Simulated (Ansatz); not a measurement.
Two G0W0 runs on CsH (rocksalt (001) film, 3 layers).

The cell holds 6 atoms: 3 Cs and 3 H. Its edges and angles: a = 4.509 Å, b = 4.509 Å, c = 35.300 Å, α = 90.0°, β = 90.0°, γ = 90.0°. It derives from CsH. Vacuum lies along c.

```xyz
6
Lattice="4.5085 0.0000 0.0000 0.0000 4.5085 0.0000 0.0000 0.0000 35.3000" Properties=species:S:1:pos:R:3
Cs    0.0000    0.0000   14.6324
H     2.2543    2.2543   14.6696
Cs    2.2543    2.2543   17.6500
H     0.0000    0.0000   17.6500
Cs    0.0000    0.0000   20.6676
H     2.2543    2.2543   20.6304
```

The structure was relaxed with LDA (ions only). The runs that relaxed it are not among those shown. Spin-orbit coupling is left out unless a run names it. PAW set soft_2, made with PBE.

The first (Ansatz 0.2.0; start LDA, 4×4×1 mesh, 491 empty bands, screening to 45 eV; 4 threads of Arm Neoverse V2, shared host) gave, on its mesh: starting gap 2.13 eV, G0W0 gap 4.38 eV, mean of 1 + 4πα/V (set by the cell height) 1.46, 2.6 min.

Q: The second changes empty bands from 491 to 203 and screening cutoff (eV) from 45.0 to 25. What does it give?

It gave: starting gap 2.13 eV, G0W0 gap 4.24 eV, mean of 1 + 4πα/V (set by the cell height) 1.47, 44 s. The G0W0 gap moves by −0.14 eV, +0.00 eV from the start and −0.14 eV from the correction.

Limits: not at the basis limit; coarse mesh for a sheet; no spin-orbit coupling.

[Paths, hosts, dates, memory and timing lines, banners, echoed tables and standing remarks are left out of the program output.]

[Logs are printed without paths, hosts, clocks, repeated set-up lines and the standing remarks that a program may print on its own settings, such as how far it seeks lower states.]

[Runs of the session that timed out or met a known fault of the program may be left out.]

[Cells called generated may have been cut or substituted from an entry of the Crystallography Open Database or the Materials Project.]

[Hosts, paths, dates, database ids (printed as entryN), source tags and the programs' standing remarks are cut or masked in the printed files.]
